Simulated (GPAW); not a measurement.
# Ballistic transport through an Al chain with a Zn atom bridging one bond, from relaxation to T(E), part 2 of 2

Aim: the conductance of an Al chain with a Zn atom bridging one bond after relaxation, and whether geometry, basis or functional moves it most.

GPAW 26.7.0; GPAW LCAO, PAW setups; relaxation of the junction within the symmetry of its start, lead ends held (the session's first sound run).

So far, transmission at the Fermi level (one spin): step 3 (double-zeta polarised basis) 1.64; step 4 (basis szp(dzp)) 1.72. Also open channels of the lead at the Fermi level (one spin): step 3 2; step 4 2.

### 5. Minimal basis

Level of this step: GPAW LCAO, PAW setups; Landauer transmission from Green's functions with principal layers (ASE), zero bias (GPAW).

One function for each valence shell of the setup, as for a first survey of a large system.

run.py

```python
import json
import numpy as np
from ase import Atoms
from ase.transport.calculators import TransportCalculator
from gpaw import GPAW, FermiDirac
from gpaw.lcao.tools import get_lcao_hamiltonian
from scipy.linalg import eigh

# The junction with lead layers at both ends, along the third cell vector
device = Atoms(
    ['Al', 'Al', 'Al', 'Al', 'Al', 'Al', 'Al', 'Zn', 'Al', 'Al', 'Al', 'Al', 'Al', 'Al', 'Al'],
    positions=[
        [4.50000, 4.50000, 1.20000],
        [4.50000, 4.50000, 3.60000],
        [4.50000, 4.50000, 6.00000],
        [4.50000, 4.50000, 8.40000],
        [4.50000, 4.50000, 10.80000],
        [4.50000, 4.50000, 13.20000],
        [4.45436, 4.50000, 15.66604],
        [6.69237, 4.50000, 16.90000],
        [4.45436, 4.50000, 18.13396],
        [4.50000, 4.50000, 20.60000],
        [4.50000, 4.50000, 23.00000],
        [4.50000, 4.50000, 25.40000],
        [4.50000, 4.50000, 27.80000],
        [4.50000, 4.50000, 30.20000],
        [4.50000, 4.50000, 32.60000]],
    cell=[[9.0, 0.0, 0.0], [0.0, 9.0, 0.0], [0.0, 0.0, 33.8]],
    pbc=True)

# One principal layer of the lead: the first 4 atoms of the device
lead = Atoms(
    ['Al', 'Al', 'Al', 'Al'],
    positions=[
        [4.50000, 4.50000, 1.20000],
        [4.50000, 4.50000, 3.60000],
        [4.50000, 4.50000, 6.00000],
        [4.50000, 4.50000, 8.40000]],
    cell=[[9.0, 0.0, 0.0], [0.0, 9.0, 0.0], [0.0, 0.0, 9.6]],
    pbc=True)

settings = dict(mode='lcao', basis='sz(dzp)', xc='PBE', h=0.2,
                occupations=FermiDirac(0.1), maxiter=250,
                mixer=dict(beta=0.1, nmaxold=8, weight=100.0),
                convergence=dict(density=0.0001))
energies = np.arange(-2, 2 + 1e-9, 0.025)
eta = 0.0001
n1, n2 = 1, 1
# k and -k transmit alike, so half of the mesh across the current serves
mesh = [(i, j) for i in range(n1) for j in range(n2) if (i, j) <= (-i % n1, -j % n2)]
weights = np.array([1 if (i, j) == (-i % n1, -j % n2) else 2 for i, j in mesh]) / (n1 * n2)

# [... helper functions left out ...]
fermi_lead = ground_state(lead, (1, 1, 12), 'lead.txt')
fermi_device = ground_state(device, (1, 1, 3), 'device.txt')
# [... loop over the mesh left out, but for ...]
        # Shift the lead onto the potential of the device's first layer
        shift = ((H[:, 0, 0] - H0[:, 0, 0]) / S0[0, 0]).real.mean()
# [...]
kT = 8.617333e-5 * 300
bias = [0.1, 0.2, 0.5, 1.0, 1.5, 2.0]
# [... integrals and printing left out ...]
```

Launch:

```bash
> OMP_NUM_THREADS=1 OPENBLAS_NUM_THREADS=1 python run.py
```

The log of the run:

```text
basis functions: device 65, principal layer 16
Fermi level: lead -3.8293 eV, device -3.6789 eV; lead shifted by 0.0026 eV
largest coupling past the next layer 9.58e-16 eV, largest misfit of the first layer 0.013 eV
  E-E_F (eV)   T (one spin)  channels
    -2.000    8.6294e-01    1.0000
    -1.975    8.7663e-01    1.0000
    -1.950    8.8910e-01    1.0000
[...]
1.975    2.4165e+00    3.0000
     2.000    2.4159e+00    3.0000
conductance at 300 K: 1.7292 G0 a cell; thermopower -2.466 uV/K
current from the zero-bias T(E) at 0.1 V: 13.394 uA
current from the zero-bias T(E) at 0.2 V: 26.761 uA
current from the zero-bias T(E) at 0.5 V: 66.167 uA
current from the zero-bias T(E) at 1.0 V: 109.18 uA
current from the zero-bias T(E) at 1.5 V: 130.2 uA
current from the zero-bias T(E) at 2.0 V: 161.37 uA
```

It took 25 s on 1 thread of Arm Neoverse V2, shared host; peak memory 1 GiB.

This step gave:

| Item | Value |
| --- | --- |
| conductance | 1.729 G₀ |
| thermopower | -2.466 μV/K |
| largest coupling past the next principal layer | 9.58e-16 eV |
| largest misfit of the first principal layer | 0.01291 eV |
| shift that aligns the lead | 0.002602 eV |
| basis functions of the junction | 65 |
| basis functions of a principal layer | 16 |
| transmission at the Fermi level (one spin) | 1.731 |

One spin. Table of transmission, zone mean by energy, zero at the Fermi level:

| energy (eV) | transmission, zone mean |
| --- | --- |
| -2.000 | 0.863 |
| -1.800 | 0.941 |
| -1.775 | 0.943 |
| -1.600 | 3.2e-9 |
| -1.400 | 8.0e-11 |
| -1.200 | 1.3e-11 |
| -1.000 | 4.4e-12 |
| -0.800 | 2.6e-12 |
| -0.600 | 2.7e-12 |
| -0.400 | 0.490 |
| -0.200 | 1.54 |
| 0.000 | 1.73 |
| 0.200 | 1.86 |
| 0.275 | 1.91 |
| 0.400 | 1.49 |
| 0.600 | 0.904 |
| 0.800 | 1.46 |
| 1.000 | 1.87 |
| 1.200 | 2.18 |
| 1.400 | 2.32 |
| 1.600 | 2.39 |
| 1.800 | 2.41 |
| 2.000 | 2.42 |

The conductance, 1.73 G₀, lies 5.6 % above that of the dzp run.

### 6. RPBE in the dzp basis: xc = "RPBE"

Back in the dzp basis, the functional changes from PBE to RPBE, to set the spread between functionals beside that between bases.

run.py: that of step 5 with these lines changed.

```diff
@@ -41,3 +41,3 @@
 
-settings = dict(mode='lcao', basis='sz(dzp)', xc='PBE', h=0.2,
+settings = dict(mode='lcao', basis='dzp', xc='RPBE', h=0.2,
                 occupations=FermiDirac(0.1), maxiter=250,
```

The log of the run:

```text
basis functions: device 203, principal layer 52
Fermi level: lead -3.0705 eV, device -2.9589 eV; lead shifted by -0.0009 eV
largest coupling past the next layer 1.29e-15 eV, largest misfit of the first layer 0.010 eV
  E-E_F (eV)   T (one spin)  channels
    -2.000    8.2493e-01    1.0000
    -1.975    8.4277e-01    1.0000
    -1.950    8.5894e-01    1.0000
[...]
1.975    2.5165e+00    3.0000
     2.000    2.5175e+00    3.0000
conductance at 300 K: 1.6279 G0 a cell; thermopower -1.198 uV/K
current from the zero-bias T(E) at 0.1 V: 12.599 uA
current from the zero-bias T(E) at 0.2 V: 25.114 uA
current from the zero-bias T(E) at 0.5 V: 61.136 uA
current from the zero-bias T(E) at 1.0 V: 102.24 uA
current from the zero-bias T(E) at 1.5 V: 131.44 uA
current from the zero-bias T(E) at 2.0 V: 166.68 uA
```

Elapsed: 53 s, on 1 thread; peak memory 1.1 GiB.

This step gave:

```yaml
conductance: 1.628 G₀
largest_coupling_past_the_next_principal_layer: 1.29e-15 eV
largest_misfit_of_the_first_principal_layer: 0.01036 eV
shift_that_aligns_the_lead: -8.85e-4 eV
basis_functions_of_the_junction: 203
basis_functions_of_a_principal_layer: 52
transmission_at_the_fermi_level_one_spin: 1.633
```

One spin. Table of transmission, zone mean by energy, zero at the Fermi level:

| energy (eV) | transmission, zone mean |
| --- | --- |
| -2.000 | 0.825 |
| -1.900 | 0.887 |
| -1.800 | 0.930 |
| -1.700 | 0.961 |
| -1.600 | 0.984 |
| -1.500 | 0.997 |
| -1.475 | 0.998 |
| -1.400 | 0.988 |
| -1.300 | 4.5e-5 |
| -1.200 | 5.5e-9 |
| -1.100 | 5.1e-10 |
| -1.000 | 1.3e-10 |
| -0.900 | 6.5e-11 |
| -0.800 | 4.5e-11 |
| -0.700 | 3.8e-11 |
| -0.600 | 3.4e-11 |
| -0.500 | 7.3e-8 |
| -0.400 | 9.5e-6 |
| -0.300 | 1.18 |
| -0.200 | 1.46 |
| -0.100 | 1.58 |
| 0.000 | 1.63 |
| 0.100 | 1.64 |
| 0.200 | 1.62 |
| 0.300 | 1.60 |
| 0.400 | 1.57 |
| 0.500 | 1.51 |
| 0.600 | 1.45 |
| 0.700 | 1.51 |
| 0.800 | 1.80 |
| 0.900 | 1.88 |
| 1.000 | 1.80 |
| 1.100 | 2.08 |
| 1.200 | 2.23 |
| 1.300 | 2.32 |
| 1.400 | 2.38 |
| 1.500 | 2.43 |
| 1.600 | 2.46 |
| 1.700 | 2.48 |
| 1.800 | 2.50 |
| 1.900 | 2.51 |
| 2.000 | 2.52 |

The conductance, 1.63 G₀, lies 0.6 % below that of the dzp run.

### 7. Without the relaxation: geometry = "as built"

The dzp basis with PBE on the structure as first built shows what the relaxation was worth.

run.py: that of step 6 with these lines changed.

```diff
@@ -18,5 +18,5 @@
         [4.50000, 4.50000, 13.20000],
-        [4.45436, 4.50000, 15.66604],
-        [6.69237, 4.50000, 16.90000],
-        [4.45436, 4.50000, 18.13396],
+        [4.50000, 4.50000, 15.60000],
+        [6.63120, 4.50000, 16.90000],
+        [4.50000, 4.50000, 18.20000],
         [4.50000, 4.50000, 20.60000],
@@ -41,3 +41,3 @@
 
-settings = dict(mode='lcao', basis='dzp', xc='RPBE', h=0.2,
+settings = dict(mode='lcao', basis='dzp', xc='PBE', h=0.2,
                 occupations=FermiDirac(0.1), maxiter=250,
```

The log of the run:

```text
basis functions: device 203, principal layer 52
Fermi level: lead -3.1259 eV, device -3.0365 eV; lead shifted by -0.0007 eV
largest coupling past the next layer 1.42e-15 eV, largest misfit of the first layer 0.006 eV
  E-E_F (eV)   T (one spin)  channels
    -2.000    3.2094e-01    1.0000
    -1.975    3.6216e-01    1.0000
    -1.950    4.0244e-01    1.0000
[...]
1.975    2.4450e+00    3.0000
     2.000    2.4478e+00    3.0000
conductance at 300 K: 1.8904 G0 a cell; thermopower -1.344 uV/K
current from the zero-bias T(E) at 0.1 V: 14.64 uA
current from the zero-bias T(E) at 0.2 V: 29.238 uA
current from the zero-bias T(E) at 0.5 V: 72.116 uA
current from the zero-bias T(E) at 1.0 V: 123.84 uA
current from the zero-bias T(E) at 1.5 V: 157.74 uA
current from the zero-bias T(E) at 2.0 V: 181.35 uA
```

Wall time 47 s (1 thread); peak memory 1.1 GiB.

This step gave:

```
conductance                                    : 1.890 G₀
largest coupling past the next principal layer : 1.42e-15 eV
largest misfit of the first principal layer    : 0.005931 eV
shift that aligns the lead                     : -6.81e-4 eV
transmission at the Fermi level (one spin)     : 1.893
```

One spin. The transmission, zone mean by energy, zero at the Fermi level:

| energy (eV) | transmission, zone mean |
| --- | --- |
| -2.000 | 0.321 |
| -1.800 | 0.611 |
| -1.600 | 0.793 |
| -1.400 | 0.897 |
| -1.350 | 0.905 |
| -1.200 | 1.1e-8 |
| -1.000 | 1.9e-10 |
| -0.800 | 5.3e-11 |
| -0.600 | 3.8e-11 |
| -0.400 | 3.1e-5 |
| -0.200 | 1.75 |
| 0.000 | 1.89 |
| 0.200 | 1.94 |
| 0.400 | 1.97 |
| 0.425 | 1.97 |
| 0.600 | 1.87 |
| 0.800 | 1.20 |
| 1.000 | 1.42 |
| 1.200 | 1.91 |
| 1.400 | 2.20 |
| 1.600 | 2.34 |
| 1.800 | 2.41 |
| 2.000 | 2.45 |

The conductance, 1.89 G₀, lies 15 % above that of the dzp run.

### 8. All levels side by side

Times are for 1 thread of Arm Neoverse V2, shared host. The runs compared:

| no. | run | conductance (G₀) | time | memory (GiB) |
| --- | --- | --- | --- | --- |
| 1 | dzp | 1.637 | 52 s | 1.1 |
| 2 | szp | 1.719 | 38 s | 1.1 |
| 3 | sz | 1.729 | 25 s | 1 |
| 4 | dzp RPBE | 1.628 | 53 s | 1.1 |
| 5 | asbuilt | 1.890 | 47 s | 1.1 |

### 9. Comparison

The curves are compared point by point over the common energies.

This step: comparison of transmission and cost over codes, levels and geometry (GPAW 26.7.0).

Ladder, by row:

| step | code | T at the Fermi level (sum over the listed spins) | conductance (G0) | r.m.s. T(E) from the first | wall time (s) | peak memory (GiB) | threads |
| --- | --- | --- | --- | --- | --- | --- | --- |
| dzp | GPAW | 1.642 | 1.637 | 0 | 52.07 | 1.13 | 1 |
| szp | GPAW | 1.723 | 1.719 | 0.2328 | 38.43 | 1.11 | 1 |
| sz | GPAW | 1.731 | 1.729 | 0.3805 | 24.59 | 1 | 1 |
| dzp-RPBE | GPAW | 1.633 | 1.628 | 0.07238 | 53.28 | 1.13 | 1 |
| asbuilt | GPAW | 1.893 | 1.89 | 0.2837 | 47.44 | 1.13 | 1 |

Transmission, zone mean, sum over the listed spins against energy, zero at the Fermi level:

| energy (eV) | dzp | szp | sz | dzp-RPBE | asbuilt |
| --- | --- | --- | --- | --- | --- |
| -2.000 | 0.845 | 0.858 | 0.863 | 0.825 | 0.321 |
| -1.800 | 0.938 | 0.941 | 0.941 | 0.930 | 0.611 |
| -1.775 | 0.946 | 0.948 | 0.943 | 0.939 | 0.639 |
| -1.600 | 0.986 | 0.986 | 3.2e-9 | 0.984 | 0.793 |
| -1.475 | 0.998 | 0.998 | 2.3e-10 | 0.998 | 0.866 |
| -1.400 | 0.988 | 0.892 | 8.0e-11 | 0.988 | 0.897 |
| -1.200 | 6.7e-9 | 7.9e-10 | 1.3e-11 | 5.5e-9 | 1.1e-8 |
| -1.000 | 1.6e-10 | 5.3e-11 | 4.4e-12 | 1.3e-10 | 1.9e-10 |
| -0.800 | 5.0e-11 | 1.3e-11 | 2.6e-12 | 4.5e-11 | 5.3e-11 |
| -0.600 | 3.7e-11 | 6.1e-12 | 2.7e-12 | 3.4e-11 | 3.8e-11 |
| -0.400 | 3.0e-5 | 1.3e-8 | 0.490 | 9.5e-6 | 3.1e-5 |
| -0.200 | 1.46 | 1.54 | 1.54 | 1.46 | 1.75 |
| 0.000 | 1.64 | 1.72 | 1.73 | 1.63 | 1.89 |
| 0.200 | 1.64 | 1.77 | 1.86 | 1.62 | 1.94 |
| 0.275 | 1.63 | 1.80 | 1.91 | 1.61 | 1.95 |
| 0.400 | 1.60 | 1.87 | 1.49 | 1.57 | 1.97 |
| 0.450 | 1.60 | 1.89 | 1.13 | 1.54 | 1.97 |
| 0.600 | 1.64 | 1.26 | 0.904 | 1.45 | 1.87 |
| 0.800 | 1.83 | 1.28 | 1.46 | 1.80 | 1.20 |
| 1.000 | 1.95 | 1.97 | 1.87 | 1.80 | 1.42 |
| 1.200 | 2.27 | 2.27 | 2.18 | 2.23 | 1.91 |
| 1.400 | 2.41 | 2.40 | 2.32 | 2.38 | 2.20 |
| 1.600 | 2.47 | 2.46 | 2.39 | 2.46 | 2.34 |
| 1.800 | 2.51 | 2.49 | 2.41 | 2.50 | 2.41 |
| 2.000 | 2.52 | 2.50 | 2.42 | 2.52 | 2.45 |

### 10. K-points along the lead 40, grid spacing 0.25, density threshold 1e-06

The lead's own mesh along the current sets its density and potential; where the lead is aligned to the junction's end layer, a rigid shift drops out. The real-space grid carries density and potential; a coarse one breaks translation symmetry along the lead and scatters electrons that should pass. The Hamiltonian is taken from the last density. The density threshold is one of the tests that end the cycle; the energy must settle too, so a loose value may not be the test that decides.

This step: GPAW LCAO, PAW setups; Landauer transmission from Green's functions with principal layers (ASE), zero bias (GPAW 26.7.0).

run.py: that of step 7 with these lines changed.

```diff
@@ -18,5 +18,5 @@
         [4.50000, 4.50000, 13.20000],
-        [4.50000, 4.50000, 15.60000],
-        [6.63120, 4.50000, 16.90000],
-        [4.50000, 4.50000, 18.20000],
+        [4.45436, 4.50000, 15.66604],
+        [6.69237, 4.50000, 16.90000],
+        [4.45436, 4.50000, 18.13396],
         [4.50000, 4.50000, 20.60000],
@@ -41,6 +41,6 @@
 
-settings = dict(mode='lcao', basis='dzp', xc='PBE', h=0.2,
+settings = dict(mode='lcao', basis='dzp', xc='PBE', h=0.25,
                 occupations=FermiDirac(0.1), maxiter=250,
                 mixer=dict(beta=0.1, nmaxold=8, weight=100.0),
-                convergence=dict(density=0.0001))
+                convergence=dict(density=1e-06))
 energies = np.arange(-2, 2 + 1e-9, 0.025)
@@ -53,3 +53,3 @@
 # [... helper functions left out ...]
-fermi_lead = ground_state(lead, (1, 1, 12), 'lead.txt')
+fermi_lead = ground_state(lead, (1, 1, 40), 'lead.txt')
 fermi_device = ground_state(device, (1, 1, 3), 'device.txt')
```

The log of the run:

```text
basis functions: device 203, principal layer 52
Fermi level: lead -3.1257 eV, device -3.0192 eV; lead shifted by -0.0011 eV
largest coupling past the next layer 1.40e-15 eV, largest misfit of the first layer 0.010 eV
  E-E_F (eV)   T (one spin)  channels
    -2.000    8.4421e-01    1.0000
    -1.975    8.5987e-01    1.0000
    -1.950    8.7410e-01    1.0000
    -1.925    8.8706e-01    1.0000
    -1.900    8.9890e-01    1.0000
    -1.875    9.0975e-01    1.0000
    -1.850    9.1971e-01    1.0000
    -1.825    9.2890e-01    1.0000
    -1.800    9.3737e-01    1.0000
    -1.775    9.4522e-01    1.0000
    -1.750    9.5248e-01    1.0000
    -1.725    9.5921e-01    1.0000
    -1.700    9.6545e-01    1.0000
    -1.675    9.7122e-01    1.0000
    -1.650    9.7653e-01    1.0000
    -1.625    9.8139e-01    1.0000
[...]
1.825    2.5081e+00    3.0000
     1.850    2.5104e+00    3.0000
     1.875    2.5125e+00    3.0000
     1.900    2.5142e+00    3.0000
     1.925    2.5157e+00    3.0000
     1.950    2.5169e+00    3.0000
     1.975    2.5179e+00    3.0000
     2.000    2.5186e+00    3.0000
conductance at 300 K: 1.6364 G0 a cell; thermopower -1.283 uV/K
current from the zero-bias T(E) at 0.1 V: 12.665 uA
current from the zero-bias T(E) at 0.2 V: 25.247 uA
current from the zero-bias T(E) at 0.5 V: 61.481 uA
current from the zero-bias T(E) at 1.0 V: 103.38 uA
current from the zero-bias T(E) at 1.5 V: 136.47 uA
current from the zero-bias T(E) at 2.0 V: 171.6 uA
```

Elapsed: 44 s, on 1 thread; peak memory 0.69 GiB.

The run finished with changed settings (lead_nz = 40, h = 0.25 and conv = 1e-06); it serves as a test.

The two runs compared:

| quantity | this run | sound run | difference |
| --- | --- | --- | --- |
| conductance (G₀) | 1.6364 | 1.6370 | -5.5e-4 |
| largest coupling past the next principal layer (eV) | 1.404e-15 | 1.422e-15 | -1.7e-17 |
| largest misfit of the first principal layer (eV) | 0.010045 | 0.010082 | -3.8e-5 |
| shift that aligns the lead (eV) | -0.0010689 | -0.0010540 | -1.5e-5 |
| transmission at the Fermi level (one spin) | 1.6413 | 1.6418 | -5.6e-4 |

### 11. Outcome

```yaml
conductance: 1.64 G₀
transmission_at_the_fermi_level_mean_of_the_spins: 1.64
thermopower: about 0 (under 1.5 μV/K)
open_channels_of_the_lead_there: 2
```

In words: In the dzp basis the junction conducts 1.64 G₀ at 300 K, with T = 1.64 a spin at the Fermi level; the sz basis reaches that conductance within 10 %. Relaxation moved atoms by up to 0.080 Å and took the conductance from 1.89 to 1.64 G₀, as a ratio a larger change than the step from dzp to the minimal basis. The scatterer reflects about 18 % of the incoming channels at the Fermi level. At the Fermi level two eigenchannels carry the current (0.88 and 0.76). Measured against the first run (dzp), the nearest curve is that of dzp-RPBE (r.m.s. 0.072) and the farthest that of sz (0.38). Over the compared runs wall time goes from 25 s (sz) to 53 s (dzp-RPBE), on a shared host. The leads kept an estimated spacing and the cell its length, so the junction may be under some tension or compression. The geometry comes from the orbital basis, which tends to overbind, and kept the symmetry of the start, so a structure of lower symmetry may lie lower. An evenly spaced straight chain is an idealisation: free chains tend to dimerise, zigzag or, where a band edge lies near the Fermi level, turn magnetic. The currents use the zero-bias T(E) throughout, which holds only while the bias is small against the distance to the nearest feature.

[Logs are printed without paths, hosts, clocks, repeated set-up lines and the standing remarks that a program may print on its own settings, such as how far it seeks lower states.]

[Hosts, paths, dates, database ids (printed as entryN), source tags and the programs' standing remarks are cut or masked in the printed files.]
